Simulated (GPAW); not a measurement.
# Core-hole calculation of the S K edge in LiHS (Ama2)

What does one-electron theory with a core hole give for the S K edge of LiHS (Ama2)?

Method: X-ray absorption from dipole matrix elements to empty bands, plane-wave PAW LDA, in GPAW 26.7.0.

This is a report of a sequence of runs, with most program output left out.

### 1. The structure

Symmetry: Ama2, No. 40, orthorhombic system. Conventional cell: a = 6.157 Å, b = 5.618 Å, c = 5.515 Å, α = 90.00°, β = 90.00°, γ = 90.00°. Nearest to S lie 1 H at 1.35 Å and 4 Li at 2.49 to 2.51 Å. Nearest to Li lie 4 S at 2.49 to 2.51 Å. Nearest to H lie 1 S at 1.35 Å. Farther neighbours and most contacts between anions are not listed.

As a file:

```cif
data_structure
_symmetry_space_group_name_H-M 'Ama2'
_symmetry_Int_Tables_number 40
_cell_length_a 6.1569
_cell_length_b 5.6184
_cell_length_c 5.5148
_cell_angle_alpha 90.000
_cell_angle_beta 90.000
_cell_angle_gamma 90.000
_cell_volume 190.77
loop_
_atom_site_label
_atom_site_type_symbol
_atom_site_symmetry_multiplicity
_atom_site_Wyckoff_symbol
_atom_site_fract_x
_atom_site_fract_y
_atom_site_fract_z
_atom_site_occupancy
S1 S 4 b 0.25000 0.73829 0.73705 1
Li1 Li 4 a 0.00000 0.00000 0.50166 1
H1 H 4 b 0.75000 0.42520 0.55829 1
```

### 2. The field without a hole

The ground state comes first: it tells whether the system has a gap, which decides how the excited electron is treated.

Contents of scf.py:

```python
import numpy as np
from ase import Atoms
from ase.parallel import parprint, paropen
from gpaw import GPAW, PW, FermiDirac, Mixer, MixerDif, setup_paths
from gpaw.test import gen
setup_paths.insert(0, '.')
gen('S', name='nch1s', xcname='LDA', corehole=(1, 0, 0), write_xml=True)
from gpaw.mpi import world
world.barrier()

atoms = Atoms('S2Li2H2',
    cell=[[6.15687, 0, 0],
     [0, 2.809205, 2.75739],
     [0, -2.809205, 2.75739]],
    scaled_positions=[[0.25, 0.47534, 0.99876],
     [0.75, 0.99876, 0.47534],
     [0, 0.50166, 0.50166],
     [0.5, 0.50166, 0.50166],
     [0.75, 0.98349, 0.13309],
     [0.25, 0.13309, 0.98349]],
    pbc=True)
atoms.calc = calc = GPAW(legacy_gpaw=True, mode=PW(500, force_complex_dtype=True), xc='LDA', setups={0: 'nch1s'},
    kpts={'size': (4, 6, 6), 'gamma': True}, occupations=FermiDirac(0.05),
    charge=0, mixer=Mixer(0.1, 5, 50), maxiter=150,
    convergence={'density': 0.0001, 'eigenstates': 1e-6}, txt='scf.txt')
energy = atoms.get_potential_energy() + calc.get_reference_energy()
ef = calc.get_fermi_level()
out = dict(energy=energy, fermi=ef, forces=atoms.get_forces().tolist())
parprint(f'all-electron energy {energy:.4f} eV, Fermi level {ef:.4f} eV')
ev = np.array([[calc.get_eigenvalues(k, s) for k in range(len(calc.get_ibz_k_points()))] for s in range(calc.get_number_of_spins())])
out['homo'], out['lumo'], out['counts'] = ev[ev < ef].max(), ev[ev > ef].min(), sorted(set((ev < ef).sum((0, 2)).tolist()))
out['filled'] = (ev[:, 0] < ef).sum(1).tolist()
import json
with paropen('out.json', 'w') as f:
    json.dump(out, f)
```

Launch:

```console
$ OMP_NUM_THREADS=1 mpirun -n 2 gpaw python scf.py
```

Run time: 22 s. Hardware: 2 MPI ranks of Arm Neoverse V2, shared host; peak memory 0.22 GiB; 41 s of CPU time.

The mesh shows a gap of 3.19 eV, so the hole is first treated in a charged cell, without the excited electron.

### 3. Spectrum without a core hole, S atom 1

Without a hole the spectrum is the empty density of states of the right symmetry on the absorber, weighted by matrix elements. It needs only the small cell and serves as the baseline. The data set with a hole of occupation 0 only carries the core orbital.

The absorber has 1 H at 1.35 Å, 2 Li at 2.49 Å and 2 Li at 2.51 Å (distorted square pyramidal, site symmetry m).

Contents of xas.py:

```python
import numpy as np
from ase import Atoms
from ase.parallel import parprint, paropen
from gpaw import GPAW, PW, FermiDirac, Mixer, MixerDif, setup_paths
from gpaw.test import gen
setup_paths.insert(0, '.')
gen('S', name='nch1s', xcname='LDA', corehole=(1, 0, 0), write_xml=True)
from gpaw.mpi import world
world.barrier()

atoms = Atoms('S2Li2H2',
    cell=[[6.15687, 0, 0],
     [0, 2.809205, 2.75739],
     [0, -2.809205, 2.75739]],
    scaled_positions=[[0.25, 0.47534, 0.99876],
     [0.75, 0.99876, 0.47534],
     [0, 0.50166, 0.50166],
     [0.5, 0.50166, 0.50166],
     [0.75, 0.98349, 0.13309],
     [0.25, 0.13309, 0.98349]],
    pbc=True)
atoms.calc = calc = GPAW(legacy_gpaw=True, mode=PW(500, force_complex_dtype=True), xc='LDA', setups={0: 'nch1s'},
    kpts={'size': (4, 6, 6), 'gamma': True}, occupations=FermiDirac(0.02),
    charge=0, mixer=Mixer(0.1, 5, 50), maxiter=150,
    convergence={'density': 0.0001, 'eigenstates': 1e-6}, txt='scf.txt')
energy = atoms.get_potential_energy() + calc.get_reference_energy()
ef = calc.get_fermi_level()
out = dict(energy=energy, fermi=ef, forces=atoms.get_forces().tolist())
parprint(f'all-electron energy {energy:.4f} eV, Fermi level {ef:.4f} eV')
ev = np.array([[calc.get_eigenvalues(k, s) for k in range(len(calc.get_ibz_k_points()))] for s in range(calc.get_number_of_spins())])
out['homo'], out['lumo'], out['counts'] = ev[ev < ef].max(), ev[ev > ef].min(), sorted(set((ev < ef).sum((0, 2)).tolist()))
out['filled'] = (ev[:, 0] < ef).sum(1).tolist()

from ase.units import Ha
from gpaw.xas import dipole_matrix_elements
nb = int(calc.get_number_of_electrons() / 2) + 60
top, nb = nb, nb + 8 + nb // 12
nscf = calc.fixed_density(kpts={'size': (3, 4, 4), 'gamma': True}, nbands=nb,
    convergence={'bands': top, 'eigenstates': 1e-5}, maxiter=60, txt='nscf.txt')
cell = atoms.cell.array
ops = [cell.T @ U.T @ np.linalg.inv(cell.T) for U in nscf.wfs.kd.symmetry.op_scc]
filled = [8]  # bands filled in the ground state, by spin
E = np.arange(-25, 34, 0.1)
fwhm = np.interp(E, [4, 25], [0.9, 3.5])
Y, X, zero, highest = 0, 0, 1e9, 1e9
for spin in range(nscf.get_number_of_spins()):
    wfs = nscf.wfs
    A = dipole_matrix_elements(wfs.setups[0])
    eps = np.zeros((wfs.kd.nibzkpts, nb))
    d = np.zeros((3, A.shape[1], wfs.kd.nibzkpts, nb), complex)
    for kpt in wfs.kpt_u:
        if kpt.s == spin and 0 in kpt.P_ani:
            eps[kpt.k] = kpt.eps_n * Ha
            d[:, :, kpt.k] = (kpt.weight * wfs.nspins / 2) ** 0.5 * np.inner(A, kpt.P_ani[0])
    world.sum(eps)
    world.sum(d)
    T = np.einsum('amkn,bmkn->abkn', d, d.conj()).real
    T = sum(np.einsum('ai,ijkn,bj->abkn', R, T, R) for R in ops) / len(ops)
    empty = np.ones_like(eps, bool) & (np.arange(nb) >= filled[spin])
    zero, highest = min(zero, eps[empty].min()), min(highest, eps[:, top - 1].min())
    lines = [(eps, T, empty)] if spin == 0 else lines + [(eps, T, empty)]
for eps, T, empty in lines:
    f = np.einsum('aakn->akn', T).reshape(3, -1)
    x = eps.ravel() - zero
    w = np.interp(x, E, fwhm) / 2.35482
    g = np.exp(-0.5 * ((E[:, None] - x) / w) ** 2) / (w * (2 * np.pi) ** 0.5)
    Y = Y + (f * empty.ravel()) @ g.T
    X = X + (f * ~empty.ravel()) @ g.T
out.update(E=E.round(2).tolist(), xas=Y.tolist(), xes=X.tolist(), zero=zero, valid=highest - zero, nk=len(eps), nb=nb)
for i in range(0, len(E), 10):
    parprint(f'{E[i]:7.2f}', *(f'{v:10.3e}' for v in Y[:, i]))
import json
with paropen('out.json', 'w') as f:
    json.dump(out, f)
```

Launch:

```console
$ OMP_NUM_THREADS=1 mpirun -n 2 gpaw python xas.py
```

It took 49 s on 2 MPI ranks; peak memory 0.31 GiB; 97 s of CPU time.

The S K spectrum, S atom 1, no core hole (energy from the lowest empty level; intensity scaled to a mean of 1 over the first 20 eV; polarised curves are means over the symmetry-equivalent atoms):

| E (eV) | isotropic | ε ∥ x | ε ∥ y | ε ∥ z |
| --- | --- | --- | --- | --- |
| -2.0 | 0.00 | 0.00 | 0.00 | 0.00 |
| -1.4 | 0.00 | 0.00 | 0.00 | 0.00 |
| -0.8 | 0.00 | 0.00 | 0.00 | 0.00 |
| -0.2 | 0.05 | 0.02 | 0.06 | 0.09 |
| 0.4 | 0.34 | 0.12 | 0.41 | 0.50 |
| 1.0 | 0.35 | 0.11 | 0.43 | 0.52 |
| 1.6 | 0.36 | 0.30 | 0.38 | 0.39 |
| 2.2 | 0.98 | 0.67 | 1.11 | 1.17 |
| 2.8 | 1.50 | 0.56 | 1.92 | 2.01 |
| 3.4 | 1.46 | 0.85 | 1.75 | 1.77 |
| 4.0 | 1.43 | 1.67 | 1.28 | 1.32 |
| 4.6 | 1.28 | 1.57 | 1.17 | 1.10 |
| 5.2 | 1.29 | 1.42 | 1.28 | 1.16 |
| 5.8 | 1.58 | 1.69 | 1.52 | 1.53 |
| 6.4 | 1.74 | 1.24 | 1.94 | 2.04 |
| 7.0 | 1.60 | 0.75 | 1.97 | 2.07 |
| 7.6 | 1.29 | 0.91 | 1.44 | 1.51 |
| 8.2 | 1.13 | 0.90 | 1.21 | 1.28 |
| 8.8 | 0.94 | 0.80 | 1.01 | 1.01 |
| 9.4 | 0.83 | 0.85 | 0.81 | 0.81 |
| 10.0 | 0.81 | 0.99 | 0.71 | 0.73 |
| 10.6 | 0.89 | 1.26 | 0.71 | 0.71 |
| 11.2 | 1.03 | 1.50 | 0.81 | 0.77 |
| 11.8 | 1.10 | 1.45 | 0.95 | 0.88 |
| 12.4 | 1.07 | 1.23 | 1.03 | 0.96 |
| 13.0 | 1.05 | 1.09 | 1.05 | 1.02 |
| 13.6 | 1.07 | 1.01 | 1.10 | 1.10 |
| 14.2 | 1.07 | 0.91 | 1.14 | 1.17 |
| 14.8 | 1.01 | 0.78 | 1.11 | 1.14 |
| 15.4 | 0.92 | 0.70 | 1.01 | 1.05 |
| 16.0 | 0.85 | 0.68 | 0.91 | 0.95 |
| 16.6 | 0.80 | 0.69 | 0.84 | 0.88 |
| 17.2 | 0.76 | 0.66 | 0.79 | 0.82 |
| 17.8 | 0.70 | 0.61 | 0.74 | 0.76 |
| 18.4 | 0.64 | 0.57 | 0.69 | 0.68 |
| 19.0 | 0.62 | 0.58 | 0.64 | 0.63 |
| 19.6 | 0.64 | 0.65 | 0.65 | 0.63 |
| 20.2 | 0.71 | 0.73 | 0.70 | 0.69 |
| 20.8 | 0.79 | 0.79 | 0.79 | 0.78 |
| 21.4 | 0.85 | 0.82 | 0.86 | 0.87 |
| 22.0 | 0.90 | 0.84 | 0.92 | 0.93 |
| 22.6 | 0.93 | 0.85 | 0.96 | 0.97 |
| 23.2 | 0.95 | 0.88 | 0.99 | 1.00 |
| 23.8 | 0.98 | 0.91 | 1.00 | 1.02 |
| 24.4 | 0.98 | 0.93 | 0.99 | 1.03 |
| 25.0 | 0.98 | 0.95 | 0.97 | 1.01 |
| 25.6 | 0.95 | 0.95 | 0.94 | 0.96 |
| 26.2 | 0.90 | 0.92 | 0.89 | 0.90 |
| 26.8 | 0.84 | 0.87 | 0.83 | 0.83 |
| 27.4 | 0.79 | 0.83 | 0.77 | 0.76 |
| 28.0 | 0.74 | 0.81 | 0.72 | 0.71 |
| 28.6 | 0.73 | 0.81 | 0.69 | 0.68 |
| 29.2 | 0.73 | 0.83 | 0.68 | 0.67 |
| 29.8 | 0.74 | 0.84 | 0.69 | 0.68 |
| 30.4 | 0.75 | 0.83 | 0.72 | 0.70 |
| 31.0 | 0.77 | 0.82 | 0.75 | 0.73 |
| 31.6 | 0.79 | 0.81 | 0.79 | 0.77 |

Main maxima below 24 eV (height): 0.7 eV (0.43), 3.1 eV (1.56), 4.1 eV (1.44), 6.5 eV (1.74), 11.9 eV (1.10) and 13.9 eV (1.08). A K edge sees empty p states on the absorber.

The same matrix elements for filled bands give the S K emission of S atom 1 (ground-state approximation; energy from the lowest empty level, largest value 1):

| E (eV) | emission |
| --- | --- |
| -24.00 | 0.00 |
| -23.25 | 0.00 |
| -22.50 | 0.00 |
| -21.75 | 0.00 |
| -21.00 | 0.00 |
| -20.25 | 0.00 |
| -19.50 | 0.00 |
| -18.75 | 0.00 |
| -18.00 | 0.00 |
| -17.25 | 0.00 |
| -16.50 | 0.00 |
| -15.75 | 0.00 |
| -15.00 | 0.03 |
| -14.25 | 0.01 |
| -13.50 | 0.00 |
| -12.75 | 0.00 |
| -12.00 | 0.00 |
| -11.25 | 0.00 |
| -10.50 | 0.00 |
| -9.75 | 0.00 |
| -9.00 | 0.01 |
| -8.25 | 0.15 |
| -7.50 | 0.31 |
| -6.75 | 0.23 |
| -6.00 | 0.26 |
| -5.25 | 0.47 |
| -4.50 | 0.88 |
| -3.75 | 0.89 |
| -3.00 | 0.13 |
| -2.25 | 0.00 |
| -1.50 | 0.00 |
| -0.75 | 0.00 |
| 0.00 | 0.00 |
| 0.75 | 0.00 |
| 1.50 | 0.00 |
| 2.25 | 0.00 |
| 3.00 | 0.00 |

Emission maxima: -7.4 eV (0.34) and -4.0 eV (1.00).

### 4. Reference energy of the supercell

The photon energy needs a difference of total energies, so the cell and mesh of the coming hole run are first run without a hole.

Changes to scf.py since step 2:

```diff
@@ -10,15 +10,21 @@
 
-atoms = Atoms('S2Li2H2',
-    cell=[[6.15687, 0, 0],
-     [0, 2.809205, 2.75739],
-     [0, -2.809205, 2.75739]],
-    scaled_positions=[[0.25, 0.47534, 0.99876],
-     [0.75, 0.99876, 0.47534],
-     [0, 0.50166, 0.50166],
-     [0.5, 0.50166, 0.50166],
-     [0.75, 0.98349, 0.13309],
-     [0.25, 0.13309, 0.98349]],
+atoms = Atoms('S4Li4H4',
+    cell=[[0, 0, 5.51478],
+     [0, -5.61841, 0],
+     [6.15687, 0, 0]],
+    scaled_positions=[[0.73705, 0.26171, 0.25],
+     [0.23705, 0.76171, 0.25],
+     [0.73705, 0.73829, 0.75],
+     [0.23705, 0.23829, 0.75],
+     [0.50166, 0, 0],
+     [0.00166, 0.5, 0],
+     [0.50166, 0, 0.5],
+     [0.00166, 0.5, 0.5],
+     [0.55829, 0.5748, 0.75],
+     [0.05829, 0.0748, 0.75],
+     [0.55829, 0.4252, 0.25],
+     [0.05829, 0.9252, 0.25]],
     pbc=True)
 atoms.calc = calc = GPAW(legacy_gpaw=True, mode=PW(500, force_complex_dtype=True), xc='LDA', setups={0: 'nch1s'},
-    kpts={'size': (4, 6, 6), 'gamma': True}, occupations=FermiDirac(0.05),
+    kpts={'size': (3, 3, 2), 'gamma': True}, occupations=FermiDirac(0.02),
     charge=0, mixer=Mixer(0.1, 5, 50), maxiter=150,
```

Launch:

```console
$ OMP_NUM_THREADS=1 mpirun -n 2 gpaw python scf.py
```

It took 12 s on 2 MPI ranks; peak memory 0.25 GiB; 24 s of CPU time.

Reference energy: -44195.223 eV with the cores included.

### 5. Spectrum with FCH, S atom 1

The holes are 5.5 Å apart. In GPAW the data set carries the hole's charge, so charge=0 means a charged cell and charge=-1 a neutral one. The excited electron is left out and a uniform background balances the charge. After the field has converged, empty bands are computed with the density fixed and the dipole matrix elements are summed.

Changes to xas.py since step 3:

```diff
@@ -6,3 +6,3 @@
 setup_paths.insert(0, '.')
-gen('S', name='nch1s', xcname='LDA', corehole=(1, 0, 0), write_xml=True)
+gen('S', name='fch1s', xcname='LDA', corehole=(1, 0, 1), write_xml=True)
 from gpaw.mpi import world
@@ -10,15 +10,21 @@
 
-atoms = Atoms('S2Li2H2',
-    cell=[[6.15687, 0, 0],
-     [0, 2.809205, 2.75739],
-     [0, -2.809205, 2.75739]],
-    scaled_positions=[[0.25, 0.47534, 0.99876],
-     [0.75, 0.99876, 0.47534],
-     [0, 0.50166, 0.50166],
-     [0.5, 0.50166, 0.50166],
-     [0.75, 0.98349, 0.13309],
-     [0.25, 0.13309, 0.98349]],
+atoms = Atoms('S4Li4H4',
+    cell=[[0, 0, 5.51478],
+     [0, -5.61841, 0],
+     [6.15687, 0, 0]],
+    scaled_positions=[[0.73705, 0.26171, 0.25],
+     [0.23705, 0.76171, 0.25],
+     [0.73705, 0.73829, 0.75],
+     [0.23705, 0.23829, 0.75],
+     [0.50166, 0, 0],
+     [0.00166, 0.5, 0],
+     [0.50166, 0, 0.5],
+     [0.00166, 0.5, 0.5],
+     [0.55829, 0.5748, 0.75],
+     [0.05829, 0.0748, 0.75],
+     [0.55829, 0.4252, 0.25],
+     [0.05829, 0.9252, 0.25]],
     pbc=True)
-atoms.calc = calc = GPAW(legacy_gpaw=True, mode=PW(500, force_complex_dtype=True), xc='LDA', setups={0: 'nch1s'},
-    kpts={'size': (4, 6, 6), 'gamma': True}, occupations=FermiDirac(0.02),
+atoms.calc = calc = GPAW(legacy_gpaw=True, mode=PW(500, force_complex_dtype=True), xc='LDA', setups={0: 'fch1s'},
+    kpts={'size': (3, 3, 2), 'gamma': True}, occupations=FermiDirac(0.02),
     charge=0, mixer=Mixer(0.1, 5, 50), maxiter=150,
@@ -35,5 +41,5 @@
 from gpaw.xas import dipole_matrix_elements
-nb = int(calc.get_number_of_electrons() / 2) + 60
+nb = int(calc.get_number_of_electrons() / 2) + 116
 top, nb = nb, nb + 8 + nb // 12
-nscf = calc.fixed_density(kpts={'size': (3, 4, 4), 'gamma': True}, nbands=nb,
+nscf = calc.fixed_density(kpts={'size': (3, 3, 3), 'gamma': True}, nbands=nb,
     convergence={'bands': top, 'eigenstates': 1e-5}, maxiter=60, txt='nscf.txt')
@@ -41,4 +47,4 @@
 ops = [cell.T @ U.T @ np.linalg.inv(cell.T) for U in nscf.wfs.kd.symmetry.op_scc]
-filled = [8]  # bands filled in the ground state, by spin
-E = np.arange(-25, 34, 0.1)
+filled = [16]  # bands filled in the ground state, by spin
+E = np.arange(-6, 34, 0.1)
 fwhm = np.interp(E, [4, 25], [0.9, 3.5])
```

Launch:

```console
$ OMP_NUM_THREADS=1 mpirun -n 2 gpaw python xas.py
```

Run time: 97 s. Hardware: 2 MPI ranks; peak memory 0.39 GiB.

The S K spectrum, S atom 1, full core hole (charged cell) (energy from the lowest empty level; intensity scaled to a mean of 1 over the first 20 eV; polarised curves are means over the symmetry-equivalent atoms):

```
E (eV)  isotropic  ε ∥ x  ε ∥ y  ε ∥ z
 -2.00       0.00   0.00   0.00   0.00
 -1.25       0.00   0.00   0.00   0.00
 -0.50       0.07   0.00   0.09   0.11
  0.25       0.77   0.00   1.05   1.25
  1.00       1.95   0.02   2.72   3.12
  1.75       0.72   0.12   0.96   1.09
  2.50       0.56   0.41   0.61   0.65
  3.25       0.91   0.42   1.16   1.14
  4.00       1.58   1.13   1.90   1.70
  4.75       1.65   2.37   1.27   1.32
  5.50       1.49   1.37   1.53   1.56
  6.25       1.97   1.63   2.11   2.18
  7.00       1.38   1.28   1.43   1.42
  7.75       0.81   0.68   0.84   0.92
  8.50       0.68   0.51   0.76   0.77
  9.25       0.65   0.77   0.58   0.59
 10.00       0.63   0.87   0.48   0.52
 10.75       0.82   1.12   0.67   0.66
 11.50       1.09   1.37   0.99   0.91
 12.25       1.19   1.31   1.16   1.10
 13.00       1.09   1.04   1.13   1.10
 13.75       0.94   0.77   1.03   1.01
 14.50       0.83   0.67   0.90   0.92
 15.25       0.76   0.66   0.78   0.84
 16.00       0.72   0.64   0.74   0.77
 16.75       0.74   0.66   0.77   0.79
 17.50       0.78   0.68   0.82   0.85
 18.25       0.77   0.66   0.81   0.84
 19.00       0.71   0.63   0.74   0.76
 19.75       0.65   0.63   0.67   0.67
 20.50       0.68   0.69   0.69   0.67
 21.25       0.79   0.78   0.81   0.77
 22.00       0.91   0.87   0.95   0.90
 22.75       0.98   0.95   1.02   0.98
 23.50       1.00   0.99   1.00   1.00
 24.25       0.97   0.99   0.93   0.97
 25.00       0.92   0.97   0.87   0.92
 25.75       0.87   0.93   0.82   0.86
 26.50       0.83   0.90   0.78   0.81
 27.25       0.80   0.88   0.76   0.77
 28.00       0.78   0.86   0.75   0.74
 28.75       0.78   0.86   0.76   0.73
 29.50       0.80   0.87   0.79   0.74
 30.25       0.82   0.86   0.83   0.77
 31.00       0.82   0.83   0.85   0.79
 31.75       0.82   0.78   0.86   0.81
```

Main maxima below 24 eV (height): 1.1 eV (2.00), 4.4 eV (1.83), 6.3 eV (1.97), 12.2 eV (1.19), 17.8 eV (0.79) and 23.3 eV (1.00). 

The hole costs E(hole) − E(ground) = 2472.05 eV, and the lowest empty level of the hole cell on the spectrum's mesh lies at 2.43 eV, which puts the zero at 2474.48 eV. One term is added: -16.82 eV, since the hole is spin-paired here and a spin-polarised one costs that much less in the free atom (computed apart). The photon energy is then 2457.66 eV. The functional and the charged cell's background leave an error in such absolute values: in the free atom LDA prices this hole 9.1 eV below PBE (computed apart), and PBE is itself good to a few eV.

### 6. Excitation energy, S atom 1

With the excited electron kept in the cell the system stays neutral, and the energy difference is an excitation energy by itself. In a small cell that electron takes up a good share of the lowest empty band, or all of one, which shifts the value from the true onset.

Changed against the first core-hole run: core hole to XCH, with the smearing that suits a partly filled band.

Changes to scf.py since step 4:

```diff
@@ -6,3 +6,3 @@
 setup_paths.insert(0, '.')
-gen('S', name='nch1s', xcname='LDA', corehole=(1, 0, 0), write_xml=True)
+gen('S', name='fch1s', xcname='LDA', corehole=(1, 0, 1), write_xml=True)
 from gpaw.mpi import world
@@ -27,5 +27,5 @@
     pbc=True)
-atoms.calc = calc = GPAW(legacy_gpaw=True, mode=PW(500, force_complex_dtype=True), xc='LDA', setups={0: 'nch1s'},
-    kpts={'size': (3, 3, 2), 'gamma': True}, occupations=FermiDirac(0.02),
-    charge=0, mixer=Mixer(0.1, 5, 50), maxiter=150,
+atoms.calc = calc = GPAW(legacy_gpaw=True, mode=PW(500, force_complex_dtype=True), xc='LDA', setups={0: 'fch1s'},
+    kpts={'size': (3, 3, 2), 'gamma': True}, occupations=FermiDirac(0.04),
+    charge=-1, mixer=Mixer(0.1, 5, 50), maxiter=150,
     convergence={'density': 0.0001, 'eigenstates': 1e-6}, txt='scf.txt')
```

Launch:

```console
$ OMP_NUM_THREADS=1 mpirun -n 2 gpaw python scf.py
```

The job ended after 14 s (2 MPI ranks; peak memory 0.25 GiB; 29 s of CPU time).

The total-energy difference is 2475.40 eV. With the free-atom term of -16.82 eV for this edge, the photon energy is 2458.58 eV.

(Continued in part 2 of 2.)

[Logs are printed without paths, hosts, clocks, repeated set-up lines and the standing remarks that a program may print on its own settings, such as how far it seeks lower states.]

[Hosts, paths, dates, database ids (printed as entryN), source tags and the programs' standing remarks are cut or masked in the printed files.]

[Lists of maxima count a maximum above −3 eV only where it reaches 4 % of the highest in the window and stands out from its surroundings by 2 % of it (1.5 % where it reaches 55 %); shoulders and weaker maxima are passed over, and of the rest the first, up to two pre-edge ones and the few strongest are named.]
